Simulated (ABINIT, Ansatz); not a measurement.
# Quasiparticle gap of InP (F-43m) in ABINIT, part 3 of 3

Aim: the G0W0 gap of InP (F-43m) on PBE, step by step.

ABINIT 10.8.3; PBE and many-body steps on it, plane waves. Known limits of the many-body steps: not at the basis limit; mesh may overstate the screening; no spin-orbit coupling; coarse k mesh.

So far. Step 4 (Empty states on the mesh, 4×4×4 mesh, 345 bands): On this mesh the gap is 0.688 eV. Step 5 (Screening, 4×4×4 mesh, 337 bands, screening to 272.1 eV): Local fields lower ε∞ by 5 %. On a Γ-centred mesh this coarse the value itself is usually too large, while a short band sum pulls it down.

## (6) Self-energy, 4×4×4 mesh, 337 bands, screening to 272.1 eV

The self-energy is evaluated for the states that the input lists, and the levels follow from it, in one-shot runs by the linearised quasiparticle equation.

This step: G0W0 on PBE, plane waves, norm-conserving pseudopotentials.

run.abi

```
acell 3*1.0 Angstrom
rprim 
  -0.000000000000 2.934350000000 2.934350000000
  2.934350000000 -0.000000000000 2.934350000000
  2.934350000000 2.934350000000 -0.000000000000
ntypat 2
znucl 49 15
natom 2
typat 1 2
xred 
  0.000000000000 0.000000000000 0.000000000000
  0.250000000000 0.250000000000 0.250000000000
pp_dirpath "pseudos"
pseudos "In.upf, P.upf"
ecut 33
ngkpt 4 4 4
nshiftk 1
shiftk 0 0 0
kptopt 1
chksymbreak 0
istwfk *1
occopt 1
irdwfk 1
optdriver 4
nband 337
gwcalctyp 0
ecutsigx 33
symsigma 1
nkptgw 1
kptgw 
  0.0000000000 0.0000000000 0.0000000000
bdgw 
  11 17
ecuteps 10
irdscr 1
ppmodel 1
indata_prefix "in"
outdata_prefix "out"
tmpdata_prefix "tmp"
```

The run is started by

```bash
OMP_NUM_THREADS=1 mpirun -n 8 abinit run.abi > log
```

Numbers of over 12 decimals in the logs are rounded to 6 here.

The program printed:

```text
.Version 10.8.3 of ABINIT. v10.8.2 released Aug 2026.

 Symmetries : space group F-4 3 m (#216); Bravais cF (face-center cubic)
[... echo of the input left out ...]
== DATASET  1 ==================================================================
-   mpi_nproc: 8, omp_nthreads: 1 (-1 if OMP is not activated)

--- !DatasetInfo
iteration_state: {dtset: 1, }
dimensions: {natom: 2, nkpt: 8, mband: 337, nsppol: 1, nspinor: 1, nspden: 1, mpw: 3119, }
cutoff_energies: {ecut:  33.0, pawecutdg:  -1.0, }
electrons: {nelect:   2.60000000E+01, charge:   0.00000000E+00, occopt:   1.00000000E+00, tsmear:   1.00000000E-02, }

 SIGMA: Calculation of the GW corrections

 Based on a program developped by R.W. Godby, V. Olevano, G. Onida, and L. Reining.
 Incorporated in ABINIT by V. Olevano, G.-M. Rignanese, and M. Torrent.
.Using double precision arithmetic ; gwpc =  8

[... cell and pseudopotentials left out ...]
--------------------------------------------------------------------------------

 ==== K-mesh for the wavefunctions ====
 Number of points in the irreducible wedge :     8
[... list of points left out ...]
 Together with 24 symmetry operations and time-reversal symmetry
 yields    64 points in the full Brillouin Zone.

 ==== Q-mesh for screening function ====
 Number of points in the irreducible wedge :     8
[... list of points left out ...]
 Together with 24 symmetry operations and time-reversal symmetry
 yields    64 points in the full Brillouin Zone.

 vcoul_init : cutoff-mode = AUXILIARY_FUNCTION
 q-points for optical limit:   1
     1)      0.000010    0.000020    0.000030
 setmesh: FFT mesh size selected  =    45x   45x   45
          total number of points  =        91125

 Number of electrons calculated from density =   26.0000; Expected =   26.0000
 average of density, n =  0.076245
 r_s =    1.4630
 omega_plasma =   26.6355 [eV]

 === KS Band Gaps ===
  >>>> For spin  1
   Minimum direct gap =   0.6876 [eV], located at k-point      :   0.0000  0.0000  0.0000
   Fundamental gap    =   0.6876 [eV], Top of valence bands at :   0.0000  0.0000  0.0000
                                       Bottom of conduction at :   0.0000  0.0000  0.0000
 SIGMA fundamental parameters:
 PLASMON POLE MODEL  1
 number of plane-waves for SigmaX                 3119
 number of plane-waves for SigmaC and W            531
 number of plane-waves for wavefunctions          3119
 number of bands                                   337
 number of independent spin polarizations            1
 number of spinorial components                      1
 number of k-points in IBZ                           8
 number of q-points in IBZ                           8
 number of symmetry operations                      24
 number of k-points in BZ                           64
 number of q-points in BZ                           64
 number of frequencies for dSigma/dE                 9
 frequency step for dSigma/dE [eV]                0.25
 number of omega for Sigma on real axis              0
 max omega for Sigma on real axis  [eV]           0.00
 zcut for avoiding poles [eV]                     0.10

 EPSILON^-1 parameters (SCR file):
 dimension of the eps^-1 matrix on file            531
 dimension of the eps^-1 matrix used               531
 number of plane-waves for wavefunctions          3119
 number of bands                                   337
 number of q-points in IBZ                           8
 number of frequencies                               2
 number of real frequencies                          1
 number of imag frequencies                          1

 matrix elements of self-energy operator (all in [eV])

 Perturbative Calculation

--- !SelfEnergy_ee
iteration_state: {dtset: 1, }
kpoint     : [   0.000,    0.000,    0.000, ]
spin       : 1
KS_gap     :    0.688
QP_gap     :    1.349
Delta_QP_KS:    0.662
data: !SigmaeeData |
     Band     E0 <VxcDFT>   SigX SigC(E0)      Z dSigC/dE  Sig(E)    E-E0       E
       11   4.922 -12.904 -14.799   0.945   0.775  -0.290 -13.640  -0.736   4.187
       12   4.922 -12.904 -14.799   0.945   0.775  -0.290 -13.640  -0.736   4.187
       13   4.922 -12.904 -14.799   0.945   0.775  -0.290 -13.640  -0.736   4.187
       14   5.610 -11.727  -7.731  -4.090   0.790  -0.266 -11.801  -0.074   5.536
       15   9.010 -10.776  -6.305  -4.421   0.793  -0.260 -10.736   0.040   9.050
       16   9.010 -10.776  -6.305  -4.421   0.793  -0.260 -10.736   0.040   9.050
       17   9.010 -10.776  -6.305  -4.421   0.793  -0.260 -10.736   0.040   9.050

== END DATASET(S) ==============================================================
================================================================================

 -outvars: echo values of variables after computation  --------
           etotal      0.0000000000E+00
            nband         337
             nkpt           8
          spgroup         216
 [... the other variables as echoed above ...]

 Calculation completed.
```

Wall time 42 s (8 MPI ranks of Intel Xeon Platinum 8259CL at 2.50GHz (Skylake/Cascade Lake), shared host); peak memory 3.3 GiB.

This step gave:

```
G0W0 gap on the points computed              : 1.349 eV
starting gap on the mesh                     : 0.6876 eV
k of the valence top                         : 0, 0, 0
k of the conduction bottom                   : 0, 0, 0
Z at the valence top                         : 0.775
Z at the conduction bottom                   : 0.79
least direct G0W0 gap on the computed points : 1.349 eV
```

The gap on the mesh goes from 0.69 eV to 1.35 eV, a correction of +0.66 eV.

Limits: finite bands, cutoff and mesh; no spin-orbit coupling; coarse k mesh. v1 is the top filled band, c1 the lowest empty one. The levels before and after the correction (eV, zero at the valence-band top of each column):

```
           conduction bottom  valence top
Kohn-Sham               0.69         0.00
     G0W0               1.35         0.00
```

```
             level  energy (eV)
Kohn-Sham  Γ v3-v1        0.000
Kohn-Sham     Γ c1        0.688
Kohn-Sham  Γ c2-c4        4.087
     G0W0  Γ v3-v1        0.000
     G0W0     Γ c1        1.349
     G0W0  Γ c2-c4        4.863
```

## (7) Where the time went

Times are wall times on 8 MPI ranks of Intel Xeon Platinum 8259CL at 2.50GHz (Skylake/Cascade Lake), shared host, good to a factor of about two.

```
                          step     time  share  memory (GiB)
                  ground state     11 s    4 %          0.67
bands along the symmetry lines     14 s    5 %          0.59
      empty states on the mesh     30 s   11 %           4.7
                     screening  2.9 min   64 %           2.8
                   self-energy     42 s   16 %           3.3
```

## (8) What came out

```
PBE gap              : 0.69 eV, direct
G0W0 gap on the mesh : 1.35 eV
GW settings          : 4×4×4 mesh, 337 bands, screening to 272.1 eV, Godby-Needs plasmon pole
known limits         : not at the basis limit; mesh may overstate the screening; no spin-orbit coupling; coarse k mesh
```

In words: G0W0 moves the gap on the mesh from 0.69 eV to 1.35 eV (+0.66 eV), with Z of 0.78 and 0.79 at the edges. Local fields lower the RPA ε∞ on this mesh from 49.81 to 47.19; a Γ-centred mesh this coarse tends to raise both, most where the direct gap is narrow, while a short band sum lowers them. Only 1 of the mesh's irreducible points was corrected, so a valley elsewhere could overtake. The dearest step here is «screening». Bands and cutoff are finite, so the gap is not at the basis limit. The miss can reach some tenths of an eV and take either sign; the mesh is an error of its own. In the G0W0 run levels were corrected at 1 k point alone, so a gap called «on the mesh» is the least over those, and an edge elsewhere would be missed. The 4×4×4 mesh is coarse for this cell, which bears on the long-range parts of exchange and screening. The RPA ε∞ on this mesh reaches over 25; with a narrow direct gap a coarse mesh can overstate it, and the correction is then too small. The many-body steps are scalar-relativistic: spin-orbit coupling is not in them.

[Paths, hosts, dates, memory and timing lines, banners, echoed tables and standing remarks are left out of the program output.]

[Logs are printed without paths, hosts, clocks, repeated set-up lines and the standing remarks that a program may print on its own settings, such as how far it seeks lower states.]

[Runs of the session that timed out or met a known fault of the program may be left out.]

[Hosts, paths, dates, database ids (printed as entryN), source tags and the programs' standing remarks are cut or masked in the printed files.]

[G0W0 gaps are taken among the corrected bands and points alone; a level outside them can change the order at an edge.]

[Where Ansatz stands beside ABINIT at settings called matched, ABINIT's density can come from a denser mesh and the files from another edition; pairs whose starting gaps differed by over 0.03 eV were left out, so agreement reads better than it is.]
